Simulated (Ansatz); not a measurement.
**V(100) with 4 thermally displaced layers, 2x2: scattering by thermal displacements**

How much do lattice vibrations at 300 K scatter the electrons of V? Layers with random displacements are laid between perfect leads, and the resistance is followed against their length. The measured value for the pure metal at this temperature is 20.2 µΩ cm (CRC Handbook of Chemistry and Physics, 84th ed., 2003, Electrical Resistivity of Pure Metals).

Main program and level: Ansatz 0.2.0; Ansatz plane-wave DFT, PBE, PAW files; ballistic transport by layer matching (Landauer), zero bias; PAW set soft_1.

### Step 1. The structure

The cell holds 56 atoms: 56 V. Its edges and angles: a = 6.052 Å, b = 6.052 Å, c = 21.182 Å, α = 90.0°, β = 90.0°, γ = 90.0°. It derives from V. Regions: lead, 40 atoms (40 V); scattering region, 16 atoms (16 V). The structure is stacked along c, and the current runs across the ab planes.

### Step 2. With 4 displaced layers

Each atom of 4 layers is moved at random, by amounts drawn from a normal law 0.0787 Å wide in each direction from the Debye model (380 K) at 300 K. The layers about the cell's end stay perfect and serve as the lead. Disorder leaves little or no symmetry, which makes such runs dear. Energies from -0.05 to 0.05 eV in steps of 0.05 eV are too few for the program's thermal sum, so it prints no conductance; for a metal the transmission near the Fermi level serves, at a fraction of the cost.

The input, input.yaml:

```yaml
crystal:
  lattice:
    - [6.052, 0.0, 0.0]
    - [0.0, 6.052, 0.0]
    - [0.0, 0.0, 21.182]
  atoms:
    - { symbol: V, position: [0.0, 0.0, 0.0357142857] }
    - { symbol: V, position: [0.0, 0.5, 0.0357142857] }
    - { symbol: V, position: [0.5, 0.0, 0.0357142857] }
    - { symbol: V, position: [0.5, 0.5, 0.0357142857] }
    - { symbol: V, position: [0.25, 0.25, 0.1071428571] }
    - { symbol: V, position: [0.25, 0.75, 0.1071428571] }
    - { symbol: V, position: [0.75, 0.25, 0.1071428571] }
    - { symbol: V, position: [0.75, 0.75, 0.1071428571] }
    - { symbol: V, position: [0.0, 0.0, 0.1785714286] }
    - { symbol: V, position: [0.0, 0.5, 0.1785714286] }
    - { symbol: V, position: [0.5, 0.0, 0.1785714286] }
    - { symbol: V, position: [0.5, 0.5, 0.1785714286] }
    - { symbol: V, position: [0.25, 0.25, 0.25] }
    - { symbol: V, position: [0.25, 0.75, 0.25] }
    - { symbol: V, position: [0.75, 0.25, 0.25] }
    - { symbol: V, position: [0.75, 0.75, 0.25] }
    - { symbol: V, position: [0.0, 0.0, 0.3214285714] }
    - { symbol: V, position: [0.0, 0.5, 0.3214285714] }
    - { symbol: V, position: [0.5, 0.0, 0.3214285714] }
    - { symbol: V, position: [0.5, 0.5, 0.3214285714] }
    - { symbol: V, position: [0.2499112125, 0.2636059009, 0.3956128371] }
    - { symbol: V, position: [0.2594156136, 0.7710534341, 0.3883773674] }
    - { symbol: V, position: [0.7418459602, 0.2328237557, 0.3924567416] }
    - { symbol: V, position: [0.7629896922, 0.7497145508, 0.3946998009] }
    - { symbol: V, position: [0.9751489788, 0.001912683, 0.4609155723] }
    - { symbol: V, position: [0.0230903092, 0.5115341567, 0.4678134351] }
    - { symbol: V, position: [0.4992475516, 0.0079707469, 0.4667303912] }
    - { symbol: V, position: [0.4955207775, 0.4935312928, 0.4638592261] }
    - { symbol: V, position: [0.2421256293, 0.2422701572, 0.5346612813] }
    - { symbol: V, position: [0.2405263653, 0.7599666843, 0.529783333] }
    - { symbol: V, position: [0.7607110611, 0.2418640252, 0.5336856084] }
    - { symbol: V, position: [0.7324311903, 0.7481240199, 0.5347939917] }
    - { symbol: V, position: [0.0024900308, 0.9930578533, 0.607491249] }
    - { symbol: V, position: [0.0236664968, 0.5053193567, 0.6050110624] }
    - { symbol: V, position: [0.5123959259, 0.9983248418, 0.6093496559] }
    - { symbol: V, position: [0.5079692532, 0.4949138885, 0.5999700347] }
    - { symbol: V, position: [0.25, 0.25, 0.6785714286] }
    - { symbol: V, position: [0.25, 0.75, 0.6785714286] }
    - { symbol: V, position: [0.75, 0.25, 0.6785714286] }
    - { symbol: V, position: [0.75, 0.75, 0.6785714286] }
    - { symbol: V, position: [0.0, 0.0, 0.75] }
    - { symbol: V, position: [0.0, 0.5, 0.75] }
    - { symbol: V, position: [0.5, 0.0, 0.75] }
    - { symbol: V, position: [0.5, 0.5, 0.75] }
    - { symbol: V, position: [0.25, 0.25, 0.8214285714] }
    - { symbol: V, position: [0.25, 0.75, 0.8214285714] }
    - { symbol: V, position: [0.75, 0.25, 0.8214285714] }
    - { symbol: V, position: [0.75, 0.75, 0.8214285714] }
    - { symbol: V, position: [0.0, 0.0, 0.8928571429] }
    - { symbol: V, position: [0.0, 0.5, 0.8928571429] }
    - { symbol: V, position: [0.5, 0.0, 0.8928571429] }
    - { symbol: V, position: [0.5, 0.5, 0.8928571429] }
    - { symbol: V, position: [0.25, 0.25, 0.9642857143] }
    - { symbol: V, position: [0.25, 0.75, 0.9642857143] }
    - { symbol: V, position: [0.75, 0.25, 0.9642857143] }
    - { symbol: V, position: [0.75, 0.75, 0.9642857143] }
kpoints:
  mp_grid: { grid: [4, 4, 1] }
hamiltonian:
  xc: pbe
  pseudopotentials: { kind: paw, azcp: { folder: soft_1 } }
scf:
  occupations: { method: fermi_dirac, width: 0.1 }
output:
  transmission: { leads: [[0, 4]], kmesh: [8, 8], e_range: [-0.05, 0.05], de: 0.05 }
  write_potential: true
  write_density: true
  volumetric_format: npy
  elf: true
```

Launch:

```sh
ansatz run input.yaml --threads 4 --pin off --max-ram 15360MiB --backend cpu --events-out ev --progress --plain --runs-dir out
```

Numbers of over 12 decimals in the logs are rounded to 6 here.

What it wrote:

```text
Engine: ansatz 0.2.0, aarch64-unknown-linux-gnu
Pseudopotentials: kind: paw
Pseudopotential: V, paw, valence charge 13, recommended cutoff 420 eV (normal), soft_1/V.paw.azcp
Functional definition: PBE
  parameter kappa = 0.804
  parameter beta = 0.066725
  exchange = pbe_x(kappa = kappa, mu = beta*pi^2/3)
  correlation = pbe_c(beta = beta)
Crystal: 56 atoms, lattice volume = 775.827 Å³
Basis set: ecut = 420 eV, 15155 PW (Γ)
Bands: 437, of which v1, the nominal top of the filled ones, is band 364 counted from 1 (363 counted from 0)
Symmetry: 1 space group operations
Space group: P1 (ITA 1), of the structure as read, at distance tolerance 9.2e-5 Å
k-points: 10 of 16 (time reversal used)
Non-local potential: V, projectors of the file, l = 0: 3, l = 1: 2, l = 2: 3, l = 3: 1
PAW form: soft (Blöchl's): semilocal exchange-correlation on the pseudo side does not see the compensation charge
PAW one-centre angular grid: V, 590 points (default); XC on 64 Gauss nodes
Initial density: superposition of atomic densities (chi_scale 0.1, normalization cell)
Initial wavefunctions: pseudopotential atomic-orbital guess
Functional: x = pbe(κ = 0.804, μ = 0.219515), c = pbe(β = 0.066725)
SCF iter   1: F=—  HF=-163109.853760 eV  |F-HF|=—  |Δ(HF+E_count)|=         —  Δρ=8.17e-2  dr2=5.66e1  ethr=3.10e-3  ⟨swp⟩=6.2  Hψ=15724  notcnv=0
preconditioner: auto → Kerker (q_TF=auto, 2.700 Å⁻¹)  [metal: Δε(μ)=0.001 eV  Ē_g=3.244 eV  σ=0.100 eV  W_gap=0.00  n_scr=262 (ndim 8)  ℏωp=22.3 eV  f_vac=0.000  D(μ)=90.48/eV (n_scr^D=1258)]
SCF iter   2: F=—  HF=-163096.504857 eV  |F-HF|=—  |Δ(HF+E_count)|=    1.33e1  Δρ=2.97e-2  dr2=8.04e0  ethr=3.10e-3  ⟨swp⟩=3.4  Hψ=9400  notcnv=0
SCF iter   3: F=—  HF=-163095.599437 eV  |F-HF|=—  |Δ(HF+E_count)|=   9.05e-1  Δρ=9.30e-3  dr2=3.84e-1  ethr=1.10e-3  ⟨swp⟩=2.3  Hψ=6372  notcnv=0
SCF iter   4: F=—  HF=-163095.704844 eV  |F-HF|=—  |Δ(HF+E_count)|=   1.05e-1  Δρ=1.53e-3  dr2=1.16e-2  ethr=5.27e-5  ⟨swp⟩=2.1  Hψ=7146  notcnv=0
SCF iter   5: F=—  HF=-163095.704367 eV  |F-HF|=—  |Δ(HF+E_count)|=   4.76e-4  Δρ=3.11e-4  dr2=8.16e-4  ethr=1.59e-6  ⟨swp⟩=2.0  Hψ=5751  notcnv=0
SCF iter   6: F=—  HF=-163095.704479 eV  |F-HF|=—  |Δ(HF+E_count)|=   1.12e-4  Δρ=1.10e-4  dr2=1.15e-4  ethr=1.12e-7  ⟨swp⟩=2.0  Hψ=6883  notcnv=0
SCF iter   7: F=—  HF=-163095.704451 eV  |F-HF|=—  |Δ(HF+E_count)|=   2.76e-5  Δρ=4.63e-5  dr2=2.04e-5  ethr=1.58e-8  ⟨swp⟩=2.0  Hψ=5620  notcnv=0
SCF iter   8: F=—  HF=-163095.704613 eV  |F-HF|=—  |Δ(HF+E_count)|=   1.62e-4  Δρ=9.37e-6  dr2=1.10e-6  ethr=2.80e-9  ⟨swp⟩=2.0  Hψ=5800  notcnv=0
SCF iter   9: F=—  HF=-163095.704613 eV  |F-HF|=—  |Δ(HF+E_count)|=   6.31e-8  Δρ=3.14e-6  dr2=1.18e-7  ethr=1.37e-11  ⟨swp⟩=9.1  Hψ=11135  notcnv=0
SCF iter  10: F=-163095.704613 eV  HF=-163095.704613 eV  |F-HF|=1.71e-8  |Δ(HF+E_count)|=   1.02e-8  Δρ=1.35e-6  dr2=1.83e-8  ethr=1.37e-11  ⟨swp⟩=2.0  Hψ=8101  notcnv=0
SCF 1 converged in 10 iterations: F = -163095.704613 eV  dr2 = 1.83e-8
  greatest PAW one-centre occupation: 1.000 electrons in one spin orbital (limit 2), on the V atom at site 13 (counted from 0), in its partial waves of l = 0
transmission: 96 of 918 steps passed
transmission: 186 of 918 steps passed
[...]
transmission: 918 of 918 steps passed
SCF converged after 10 iterations
Free energy (F): -163095.704613 eV
Harris-Foulkes:  -163095.704613 eV  (|F-HF|=1.71e-8)
Internal energy: -163092.422732 eV  (E = F + TS)
E sigma→0 (E₀):  -163094.063673 eV
Entropy (-TS):   -3.281881 eV (-58.605 meV/atom)
Fermi energy:    16.054306 eV
--- Per-component energies (eV) ---
  E_band       = -8458.118548
  E_kinetic    = 16525.142426
  E_local      = -56142.798069  (includes V_loc(G=0)·N_el)
  E_nonlocal   = 4553.672435
  E_hartree    = 23300.867797
  E_xc         = -6436.614181
  E_vxc        = -8142.369373  (∫ρ·V_xc dr)
  E_paw        = -63007.885404  (= ΣΔE_a)
  E_vpaw       = -11853.535821  (= ΣTr[D̂ρ^β])
  E_aug_tail   = 0.055815  (compensation charges beyond the density's cutoff)
  E_ewald      = -81884.863551
  E_smearing   = -3.281881  (= −TS)
  E_closure    = 0.000000  (closes the sum)
  Σ components = -163095.704613   (vs F -163095.704613, Δ=0.00e0)
--- Band table (eV; the first three rows and the last of 10) ---
  k-point 0: bands = [... 360 lower, 16.4286, 16.4337, 16.4375, 16.4409, 16.4487, 16.4821, 16.5450, 16.5793, ... 69 higher]
  k-point 1: bands = [... 360 lower, 16.2723, 16.2913, 16.3074, 16.3121, 16.3194, 16.3306, 16.3481, 16.3609, ... 69 higher]
  k-point 2: bands = [... 360 lower, 15.9515, 15.9574, 15.9636, 15.9681, 15.9691, 15.9748, 15.9801, 15.9832, ... 69 higher]
  k-point 9: bands = [... 360 lower, 15.5745, 15.5888, 15.5936, 15.6025, 15.6136, 15.6273, 15.6369, 15.6502, ... 69 higher]
--- Transmission ---
  basis      : 325 plane waves across, 27 finite elements along
  points     : 34, standing for a mesh of 8 x 8
  energies   : 3 from -0.050000 to 0.050000 eV about the Fermi level, 0.050000 eV apart; the leads are filled to 0.000000 eV, and channels, transmission and decay are at 0.000000 eV
  crystal 0  : V4, at the sites [0, 4], period 1.5130 Å, over 15.13 Å; its Hamiltonian steps by up to 1.5 meV
    offset         : up to 0.0000 Å between an atom of the period and one for which it stands
    channels       : 1.004688e1 a spin
    conductance    : none, the energies end too early or step too widely for 300 K: set another output.transmission.e_range or a lower de, or, where they end at an eighth of basis.ecutwfc, a higher one
  junction   : crystal 0 to crystal 0, 0.70 to 20.37 Å
    transmission   : 7.574461e0 a spin
    conductance    : none, the energies end too early or step too widely for 300 K: set another output.transmission.e_range or a lower de, or, where they end at an eighth of basis.ecutwfc, a higher one
```

It took 17 min on 4 threads of Arm Neoverse V1, shared host; peak memory 6.7 GiB.

The column dr2 measures how far the density is from self-consistency, as an energy; F and HF (Harris–Foulkes) agree once it is small.

This run has no spin polarisation, although V can carry a moment.

This step gave:

```yaml
free_energy: -163095.7046 eV
energy_at_zero_smearing: -163094.0637 eV
fermi_energy: 16.05 eV
cell_area: 36.63 Å²
transmission_per_spin_nearest_the_fermi_level: 7.574
open_channels_per_spin_nearest_the_fermi_level: 10.05
step_of_the_lead_s_potential: 1.5 meV
```

Per spin. Transmission, zone mean against energy, zero at the Fermi level:

```tsv
energy (eV)	transmission, zone mean
-0.0500	7.76
0.0000	7.57
0.0500	7.21
```

Per spin. The open channels, zone mean, lead by energy, zero at the Fermi level:

```tsv
energy (eV)	open channels, zone mean, lead
-0.0500	10.5
0.0000	10.0
0.0500	9.42
```

Transmission over k1 and k2. At 0.0000 eV from the Fermi level.

Ten even steps from '0' (3.3) to '9' (11.1):
```
20377730
02689863
17888896
47988897
16988887
03689862
20377730
02014102
```
Columns: k1 (b1) from -0.5 to 0.375; rows upwards: k2 (b2) from -0.5 to 0.375.

Open channels over k1 and k2. At 0.0000 eV from the Fermi level.

Values, 8 rows by 8 columns:
```
 6.0  4.0  9.0 12.0 12.0 12.0  9.0  4.0
 6.0  9.0 12.0 14.0 14.0 14.0 12.0  9.0
 6.0 12.0 14.0 11.0 11.0 11.0 14.0 12.0
10.0 12.0 14.0 11.0 11.0 11.0 14.0 12.0
 6.0 12.0 14.0 11.0 11.0 11.0 14.0 12.0
 6.0  9.0 12.0 14.0 14.0 14.0 12.0  9.0
 6.0  4.0  9.0 12.0 12.0 12.0  9.0  4.0
 4.0  6.0  6.0  6.0 10.0  6.0  6.0  6.0
```
Columns: k1 (b1) from -0.5 to 0.375; rows upwards: k2 (b2) from -0.5 to 0.375.

Electrostatic potential energy in the ca plane at fractional y = 0.000, with atoms of V within 0.2 Å of it. With pseudopotentials it is smooth inside the atoms' cores, unlike the true potential.

Ten even steps from '0' (-24 eV) to '9' (18 eV), each cell a mean:
```
96100069972000599710004999400028996000179971
98511489996213799840016999841269998411589995
99987899999878999986579999988899999878999999
99999999999999999999999999999999999999999999
99999999999999999999999999998899999999999999
99744799997546899986458999853369999744799997
97200279983001699951004899610028997200279983
96000059971000499830002799400007995000069970
96100069972000599940002899610027996000179971
98521489996213799973126999852369998411589985
99877899999878999998789999998899999877999999
99999999999999999999999999999999999999999999
99999999999999999999999999999999999999999999
99754799998546899997789999864579999745799997
97200279983001699951137999610038997200279983
96000059971000489710004999400017995000069970
```
Columns run along c (16.0 Å, from fractional 0.12 to 0.88 of the cell; values clipped at the 3rd and 97th percentile), rows up along a (6.1 Å). Atoms in or near the plane, at fractional coordinates: V at (0.18, 0.00), V at (0.18, 0.50), V at (0.32, 0.00), V at (0.32, 0.50), V at (0.46, 0.98), V at (0.47, 0.50), V at (0.61, 0.00), V at (0.61, 0.51), V at (0.75, 0.00), V at (0.75, 0.50).

Valence density in the ca plane at fractional y = 0.000, with atoms of V within 0.2 Å of it. It is the smooth field of the valence electrons, not physical close to the nuclei.

Ten even steps from '0' (0 e/Å³) to '9' (15 e/Å³), each cell a mean:
```
00266200001573000017940000036510000266100001
00011000000110000002310000001100000011000000
00000000000000000000000000000000000000000000
00000000000000000000000000000000000000000000
00000000000000000000000000000000000000000000
00000000000000000000000000000000000000000000
00133100000341000002420000025410000133100000
00288300001794000005961000039820000388200002
00266200001573000003741000025410000266100001
00011000000110000000110000001000000011000000
00000000000000000000000000000000000000000000
00000000000000000000000000000000000000000000
00000000000000000000000000000000000000000000
00000000000000000000000000000000000000000000
00133100000341000001200000024300000133100000
00289300001794000016830000049710000398200002
```
Columns run along c (16.0 Å, from fractional 0.12 to 0.88 of the cell), rows up along a (6.1 Å). Atoms in or near the plane, at fractional coordinates: V at (0.18, 0.00), V at (0.18, 0.50), V at (0.32, 0.00), V at (0.32, 0.50), V at (0.46, 0.98), V at (0.47, 0.50), V at (0.61, 0.00), V at (0.61, 0.51), V at (0.75, 0.00), V at (0.75, 0.50).

ELF in the ca plane at fractional y = 0.000, with atoms of V within 0.2 Å of it. It is the smooth field of the valence electrons, not physical close to the nuclei.

Ten even steps from '0' (0.14) to '9' (0.71), each cell a mean:
```
30699703404998124059982151189940421799603305
51245215621453156227751264034412641255215511
64100146652001466411012555310025654100146652
56544565566435655653246645653466556544665566
55411355554213555553135656521136665311455554
62111125631111256411111465113213662111136631
40488504513786135216872153169840541588404403
20799702305998214029994041189960321799702306
30699703404998125128994042179950421699603305
51255215621453146303541264123312641255215521
64100146652001355530002565410125654100146642
56544565566445654564456545654566556544665566
55422355554213555554356555531246565312455554
62011026630111256410002565111113662011036630
40488504513886135215640362168830540588404403
20799702305998213049982151289950321799702306
```
Columns run along c (16.0 Å, from fractional 0.12 to 0.88 of the cell), rows up along a (6.1 Å). Atoms in or near the plane, at fractional coordinates: V at (0.18, 0.00), V at (0.18, 0.50), V at (0.32, 0.00), V at (0.32, 0.50), V at (0.46, 0.98), V at (0.47, 0.50), V at (0.61, 0.00), V at (0.61, 0.51), V at (0.75, 0.00), V at (0.75, 0.50).

Over the solved energies the transmission per spin lies between 7.21 and 7.76, out of 9.98 channels of the lead on average (up to 10.5).

(Part 1 of 2 ends here.)

[Logs are printed without paths, hosts, clocks, repeated set-up lines and the standing remarks that a program may print on its own settings, such as how far it seeks lower states.]

[Hosts, paths, dates, database ids (printed as entryN), source tags and the programs' standing remarks are cut or masked in the printed files.]
